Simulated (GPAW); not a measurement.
## How Si2Ni absorbs and reflects light

Aim: the dielectric function of Si2Ni, and the optical constants that follow from it.

Calculated with GPAW 26.7.0; DFT, PBE, plane-wave PAW (GPAW data sets), scalar-relativistic, RPA, optical limit.

### 1. Set-up

Symmetry: Fm-3m, No. 225, cubic system. The conventional cell has a = 5.406 Å, b = 5.406 Å, c = 5.406 Å, α = 90.00°, β = 90.00°, γ = 90.00°. Ni has 8 Si at 2.34 Å nearest. Nearest to Si lie 4 Ni at 2.34 Å. Farther neighbours are not listed.

As a file:

```cif
data_structure
_symmetry_space_group_name_H-M 'Fm-3m'
_symmetry_Int_Tables_number 225
_cell_length_a 5.4060
_cell_length_b 5.4060
_cell_length_c 5.4060
_cell_angle_alpha 90.000
_cell_angle_beta 90.000
_cell_angle_gamma 90.000
_cell_volume 157.99
loop_
_atom_site_label
_atom_site_type_symbol
_atom_site_symmetry_multiplicity
_atom_site_Wyckoff_symbol
_atom_site_fract_x
_atom_site_fract_y
_atom_site_fract_z
_atom_site_occupancy
Ni1 Ni 4 a 0.00000 0.00000 0.00000 1
Si1 Si 8 c 0.25000 0.25000 0.75000 1
```

### 2. Ground state

The self-consistent density comes first; it also tells whether there is a gap, which decides the occupations and the need for a Drude term.

This step: DFT, PBE, plane-wave PAW (GPAW data sets), scalar-relativistic, ground state (GPAW 26.7.0).

Contents of gs.py:

```python
from ase import Atoms
from ase.dft.bandgap import bandgap
from gpaw import GPAW, PW, FermiDirac

atoms = Atoms(['Ni', 'Si', 'Si'],
              cell=[[0.000000000000, 2.703000000000, 2.703000000000],
                    [2.703000000000, 0.000000000000, 2.703000000000],
                    [2.703000000000, 2.703000000000, 0.000000000000]],
              scaled_positions=[[0.000000000000, 0.000000000000, 0.000000000000],
                                [0.750000000000, 0.750000000000, 0.750000000000],
                                [0.250000000000, 0.250000000000, 0.250000000000]],
              pbc=[True, True, True])
atoms.calc = GPAW(mode=PW(500), xc='PBE', kpts={'size': (7, 7, 7), 'gamma': True},
                  occupations=FermiDirac(0.05), maxiter=150, txt='gs.txt')
print('energy (eV)', atoms.get_potential_energy())
print('Fermi level (eV)', atoms.calc.get_fermi_level())
print('valence electrons', atoms.calc.get_number_of_electrons())
print('gap (eV)', bandgap(atoms.calc, output=None)[0])
print('direct gap (eV)', bandgap(atoms.calc, direct=True, output=None)[0])
atoms.calc.write('gs.gpw')
```

On the command line:

```bash
$ OMP_NUM_THREADS=1 python gs.py
```

Numbers of over 12 decimals in the logs are rounded to 6 here.

Log:

```text
__  _  _
 | _ |_)|_||  |
 |__||  | ||/\| - 26.7.0

Versions:
  Python: 3.12.14
  ASE:    3.29.0
  Numpy:  2.5.5
  Scipy:  1.18.1
  Libxc:  7.0.0

Input parameters:
  mode=PW(ecut=500.0),
  kpts=MonkhorstPack(size=(7, 7, 7), gamma=True),
  maxiter=150,
  occupations=Occupations(name='fermi-dirac', width=0.05, fixmagmom=False),
  xc=XC(name='PBE')

Diagonalizing LCAO Hamiltonian
Converting LCAO to pw mode

                    Si

           Si

       Ni

Atoms  # Å, Bohr magnetons
|   | symbol |        x |        y |        z |    initial magnetic moments |
| 0 |     Ni | 0.000000 | 0.000000 | 0.000000 | ( 0.0000,  0.0000,  0.0000) |
| 1 |     Si | 4.054500 | 4.054500 | 4.054500 | ( 0.0000,  0.0000,  0.0000) |
| 2 |     Si | 1.351500 | 1.351500 | 1.351500 | ( 0.0000,  0.0000,  0.0000) |

Unit cell  # Å
| periodic |        x |        y |        z |  lengths |    angles |
|      yes | 0.000000 | 2.703000 | 2.703000 | 3.822619 | 60.000000 |
|      yes | 2.703000 | 0.000000 | 2.703000 | 3.822619 | 60.000000 |
|      yes | 2.703000 | 2.703000 | 0.000000 | 3.822619 | 60.000000 |

Number of symmetries: 48
Symmetry operations  # r_c * U_cc + t_c -> r_c
|    | kind |            matrix            |
|  0 |  σ   |  1, 0, 0,  1, 0,-1,  1,-1, 0 |
|  1 |  C2  |  1, 0, 0,  1,-1, 0,  1, 0,-1 |
|  2 |  E   |  1, 0, 0,  0, 1, 0,  0, 0, 1 |
|  3 |  σ   |  1, 0, 0,  0, 0, 1,  0, 1, 0 |
|  4 |  C4  |  1, 0,-1,  1, 0, 0,  1,-1, 0 |
|  5 |  S6  |  1, 0,-1,  1,-1, 0,  1, 0, 0 |
|  6 |  σ   |  1, 0,-1,  0, 1,-1,  0, 0,-1 |
|  7 |  C3  |  1, 0,-1,  0, 0,-1,  0, 1,-1 |
|  8 |  S6  |  1,-1, 0,  1, 0, 0,  1, 0,-1 |
|  9 |  C4  |  1,-1, 0,  1, 0,-1,  1, 0, 0 |
| 10 |  C3  |  1,-1, 0,  0,-1, 1,  0,-1, 0 |
| 11 |  σ   |  1,-1, 0,  0,-1, 0,  0,-1, 1 |
| 12 |  σ   |  0, 1, 0,  1, 0, 0,  0, 0, 1 |
| 13 |  C4  |  0, 1, 0,  0, 1,-1, -1, 1, 0 |
| 14 |  C3  |  0, 1, 0,  0, 0, 1,  1, 0, 0 |
| 15 |  S6  |  0, 1, 0, -1, 1, 0,  0, 1,-1 |
| 16 |  C2  |  0, 1,-1,  1, 0,-1,  0, 0,-1 |
| 17 |  σ   |  0, 1,-1,  0, 1, 0, -1, 1, 0 |
| 18 |  S4  |  0, 1,-1,  0, 0,-1,  1, 0,-1 |
| 19 |  C4  |  0, 1,-1, -1, 1, 0,  0, 1, 0 |
| 20 |  C3  |  0, 0, 1,  1, 0, 0,  0, 1, 0 |
| 21 |  σ   |  0, 0, 1,  0, 1, 0,  1, 0, 0 |
| 22 |  S6  |  0, 0, 1,  0,-1, 1, -1, 0, 1 |
| 23 |  C4  |  0, 0, 1, -1, 0, 1,  0,-1, 1 |
| 24 |  S4  |  0, 0,-1,  1, 0,-1,  0, 1,-1 |
| 25 |  C3  |  0, 0,-1,  0, 1,-1,  1, 0,-1 |
| 26 |  C2  |  0, 0,-1,  0,-1, 0, -1, 0, 0 |
| 27 |  S6  |  0, 0,-1, -1, 0, 0,  0,-1, 0 |
| 28 |  S4  |  0,-1, 1,  1,-1, 0,  0,-1, 0 |
| 29 |  C4  |  0,-1, 1,  0, 0, 1, -1, 0, 1 |
| 30 |  C2  |  0,-1, 1,  0,-1, 0,  1,-1, 0 |
| 31 |  σ   |  0,-1, 1, -1, 0, 1,  0, 0, 1 |
| 32 |  C3  |  0,-1, 0,  1,-1, 0,  0,-1, 1 |
| 33 |  S6  |  0,-1, 0,  0, 0,-1, -1, 0, 0 |
| 34 |  S4  |  0,-1, 0,  0,-1, 1,  1,-1, 0 |
| 35 |  C2  |  0,-1, 0, -1, 0, 0,  0, 0,-1 |
| 36 |  C2  | -1, 1, 0,  0, 1, 0,  0, 1,-1 |
| 37 |  S6  | -1, 1, 0,  0, 1,-1,  0, 1, 0 |
| 38 |  S4  | -1, 1, 0, -1, 0, 1, -1, 0, 0 |
| 39 |  C3  | -1, 1, 0, -1, 0, 0, -1, 0, 1 |
| 40 |  S6  | -1, 0, 1,  0, 0, 1,  0,-1, 1 |
| 41 |  C2  | -1, 0, 1,  0,-1, 1,  0, 0, 1 |
| 42 |  C3  | -1, 0, 1, -1, 1, 0, -1, 0, 0 |
| 43 |  S4  | -1, 0, 1, -1, 0, 0, -1, 1, 0 |
| 44 |  C2  | -1, 0, 0,  0, 0,-1,  0,-1, 0 |
| 45 |  i   | -1, 0, 0,  0,-1, 0,  0, 0,-1 |
| 46 |  σ   | -1, 0, 0, -1, 1, 0, -1, 0, 1 |
| 47 |  C2  | -1, 0, 0, -1, 0, 1, -1, 1, 0 |

BZ-sampling:
  Number of BZ points: 343
  Number of IBZ points: 20

  Monkhorst-Pack size: [7, 7, 7]
  Monkhorst-Pack shift: [0, 0, 0]

K-points  # in reciprocal-cell coordinates
|     |                                coordinates |     weight |
|   0 | (  0.00000000,   0.00000000,   0.00000000) | 0.00291545 |
|   1 | (  0.14285714,   0.14285714,   0.00000000) | 0.01749271 |
|   2 | (  0.14285714,   0.14285714,   0.14285714) | 0.02332362 |
|   3 | (  0.28571429,   0.14285714,   0.14285714) | 0.03498542 |
|   4 | (  0.28571429,   0.28571429,   0.00000000) | 0.01749271 |
|   5 | (  0.28571429,   0.28571429,   0.14285714) | 0.06997085 |
|   6 | (  0.28571429,   0.28571429,   0.28571429) | 0.02332362 |
|   7 | (  0.42857143,  -0.28571429,  -0.28571429) | 0.03498542 |
|   8 | (  0.42857143,   0.28571429,  -0.42857143) | 0.13994169 |
|   9 | (  0.42857143,   0.28571429,  -0.28571429) | 0.06997085 |
| ... |                                            |            |
|  19 | (  0.42857143,   0.42857143,   0.42857143) | 0.02332362 |

Plane wave coefficients: 1013
Cutoff: 500.0 eV

Spin-components: 1 (collinear spins)
Bands:           19
Projectors:      16
Spin-degeneracy: 2
Datatype:        complex128

Parallelization:
  kpt:    1
  domain: 1
  band:   1

Density:
  Valence electrons: 24.0
  Components: 1
  Grid points: [20 20 20]
  Charge: 0.0  # |e|

Potential:
  Grid points: [20 20 20]

species:
  Ni:
    name:    Nickel
    id:
    Z:       28.0
    valence: 16
    core:    12
    charge:  0.0  # [|e|]
    compensation charges:
      type: gauss
      rc: 0.36  # [Å]
      lmax: 2
    cutoffs:
      filter: 2.14  # [Å]
      core: 1.98  # [Å]
    projectors
    | kind |    occ | energy [eV] | rcut [Å] |
    |   4s |  2.000 |      -5.642 |    1.164 |
    |   3p |  6.000 |     -71.394 |    1.207 |
    |   4p |  0.000 |      -1.226 |    1.207 |
    |   3d |  8.000 |      -8.875 |    1.138 |
    |    s |        |      21.570 |    1.164 |
    |    d |        |      18.337 |    1.138 |

    Using partial waves for Ni as LCAO basis

  Si:
    name:    Silicon
    id:
    Z:       14.0
    valence: 4
    core:    10
    charge:  0.0  # [|e|]
    compensation charges:
      type: gauss
      rc: 0.33  # [Å]
      lmax: 2
    cutoffs:
      filter: 1.86  # [Å]
      core: 2.06  # [Å]
    projectors
    | kind |    occ | energy [eV] | rcut [Å] |
    |   3s |  2.000 |     -10.812 |    1.058 |
    |   3p |  2.000 |      -4.081 |    1.058 |
    |    s |        |      16.399 |    1.058 |
    |    p |        |      23.130 |    1.058 |
    |    d |        |       0.000 |    1.058 |

    Using partial waves for Si as LCAO basis

Reference energy: -57140.686948  # eV

eigensolver:
  PPCG
  Converge bands: occupied
  niter=2

density mixing:
  MSR1-Mixer
  Pratt-step length: 0.05
  Maximum mixing coefficient: 0.75
  Old densities: 10
  SVD Regularization: 0.005
  Good broyden scale: 1.0
  Trust region scale: 1.0
  Backstep threshold: 4.0
  History deletion threshold: 6.0
  Fourier metric: weight=20.0, sigma=0.015

occupation numbers:
  Fermi-Dirac:
    width: 0.0500  # eV

poisson solver:
  ecut: 4000.0  # eV

xc functional:
  name: PBE with 2 nearest neighbor stencil

convergence criteria:
- Maximum [total energy] change in last 3 cyles: 0.0005 eV / valence electron
- Maximum integral of absolute [dens]ity change: 0.0001 electrons / valence electron
- Maximum integral of absolute [eigenst]ate change: 4e-08 eV^2 / valence electron
maximum number of iterations: 150

SCF iterations
|iter     |      energy | eigst |  dens |
|iter:   1||  -19.748376 | +0.66 |       |
|iter:   2||  -19.464773 | -1.60 | -1.08 |
|iter:   3||  -19.172249 | -1.78 | -1.15 |
|iter:   4||  -19.127865 | -2.77 | -1.36 |
|iter:   5||  -19.126450 | -2.57 | -1.65 |
|iter:   6||  -19.129226c| -3.96 | -2.25 |
|iter:   7||  -19.130832c| -4.18 | -2.46 |
|iter:   8||  -19.130834c| -6.32 | -3.55 |
|iter:   9||  -19.130831c| -6.76 | -3.86 |
|iter:  10||  -19.130831c| -7.69c| -4.80c|

Converged in 10 steps
SCF loop duration: 5.878 s (0.588 s/step)
Energy contributions relative to reference atoms: (reference = -57140.686948)

Energy contributions:
  Kinetic:          15.131769
  Coulomb:         -10.026364
  Zero:              0.042328
  External:          0.000000
  Xc:              -24.275093
  Entropy:          -0.006941
  Spinorbit:         0.000000
  ----------------------------
  Free energy:     -19.134301
  Extrapolated:    -19.130831

dipole moment: (-11.198417, -11.198417, -11.198417)  # |e|*Ang

Fermi level: 9.702
Eigenvalues  # (at kpt = [0.000, 0.000, 0.000])
| band index |      eig [eV] | occ [0-2] |
|          0 |       -55.363 |     2.000 |
|        ... |               |           |
|          2 |       -55.363 |     2.000 |
|          3 |        -4.193 |     2.000 |
|          4 |         4.481 |     2.000 |
|          5 |         4.481 |     2.000 |
|          6 |         4.481 |     2.000 |
|          7 |         6.166 |     2.000 |
|          8 |         6.166 |     2.000 |
|          9 |         9.374 |     1.997 |
|         10 |        11.482 |     0.000 |
|         11 |        11.482 |     0.000 |
|         12 |        11.482 |     0.000 |
|         13 |        11.932 |     0.000 |
|         14 |        11.932 |     0.000 |
|         15 |        11.932 |     0.000 |
|         16 |        14.404 |     0.000 |
|         17 |        14.404 |     0.000 |
|         18 |        14.404 |     0.000 |

No gap
No difference between direct/indirect transitions

--- standard output ---
energy (eV) -19.130831
Fermi level (eV) 9.702069
valence electrons 24.0
gap (eV) 0.0
direct gap (eV) 0.0
```

The job ended after 7.6 s (1 thread of Arm Neoverse V2, shared host; peak memory 0.14 GiB).

This run has no spin polarisation, although Ni can carry a moment.

Read-outs, printed or worked out from the files:

| Property | Result |
| --- | --- |
| energy | -19.13 eV |
| Fermi energy | 9.702 eV |
| electrons | 24 |

There are states at the Fermi level within the smearing, so the occupations stay smeared and the carriers get a Drude term.

### 3. Bands for the response

At the fixed density, many empty bands are solved on the mesh of the response, since the spectrum sums over them.

This step: DFT, PBE, plane-wave PAW (GPAW data sets), scalar-relativistic, bands at fixed density (GPAW 26.7.0).

Contents of nscf.py:

```python
from ase.dft.bandgap import bandgap
from gpaw import GPAW, FermiDirac

calc = GPAW('gs.gpw').fixed_density(kpts={'size': (14, 14, 14), 'gamma': True}, nbands=49, convergence={'bands': 43},
                                    occupations=FermiDirac(0.05), txt='nscf.txt')
print('gap (eV)', bandgap(calc, output=None)[0])
print('direct gap (eV)', bandgap(calc, direct=True, output=None)[0])
print('top band over the Fermi level (eV)', min(calc.get_eigenvalues(kpt=k)[42] for k in range(len(calc.get_ibz_k_points()))) - calc.get_fermi_level())
calc.write('full.gpw', mode='all')
```

On the command line:

```bash
$ OMP_NUM_THREADS=1 python nscf.py
```

Log:

```text
Diagonalizing LCAO Hamiltonian
Converting LCAO to pw mode
convergence criteria:
- Maximum integral of absolute [eigenst]ate change: 4e-08 eV^2 / valence electron
maximum number of iterations: 150

SCF iterations
|iter     |      energy | eigst |  dens |
|iter:   1||             | +3.63 |       |
|iter:   2||             | +2.30 |       |
|iter:   3||             | +1.38 |       |
|iter:   4||             | +0.37 |       |
|iter:   5||             | -0.52 |       |
|iter:   6||             | -1.42 |       |
|iter:   7||             | -2.31 |       |
|iter:   8||             | -3.27 |       |
|iter:   9||             | -4.17 |       |
|iter:  10||             | -5.06 |       |
|iter:  11||             | -5.78 |       |
|iter:  12||             | -6.50 |       |
|iter:  13||             | -7.14 |       |
|iter:  14||             | -7.70c|       |
SCF steps: 14
  __  _  _
 | _ |_)|_||  |
 |__||  | ||/\| - 26.7.0

Versions:
  Python: 3.12.14
  ASE:    3.29.0
  Numpy:  2.5.5
  Scipy:  1.18.1
  Libxc:  7.0.0

Input parameters:
  mode=PW(ecut=500.0),
  convergence={'bands': 43},
  gpts=array([20, 20, 20]),
  kpts=MonkhorstPack(size=(14, 14, 14), gamma=True),
  maxiter=150,
  nbands=49,
  occupations=Occupations(name='fermi-dirac', width=0.05, fixmagmom=False),
  parallel={},
  xc=XC(name='PBE')

--- standard output ---
gap (eV) 0.0
direct gap (eV) 0.0
top band over the Fermi level (eV) 36.530724
```

The job ended after 93 s (1 thread; peak memory 0.25 GiB).

[end of part 1 of 2]

[Machine, clock and banner lines and Python warnings are left out of the logs.]

[Logs are printed without paths, hosts, clocks, repeated set-up lines and the standing remarks that a program may print on its own settings, such as how far it seeks lower states.]

[Hosts, paths, dates, database ids (printed as entryN), source tags and the programs' standing remarks are cut or masked in the printed files.]
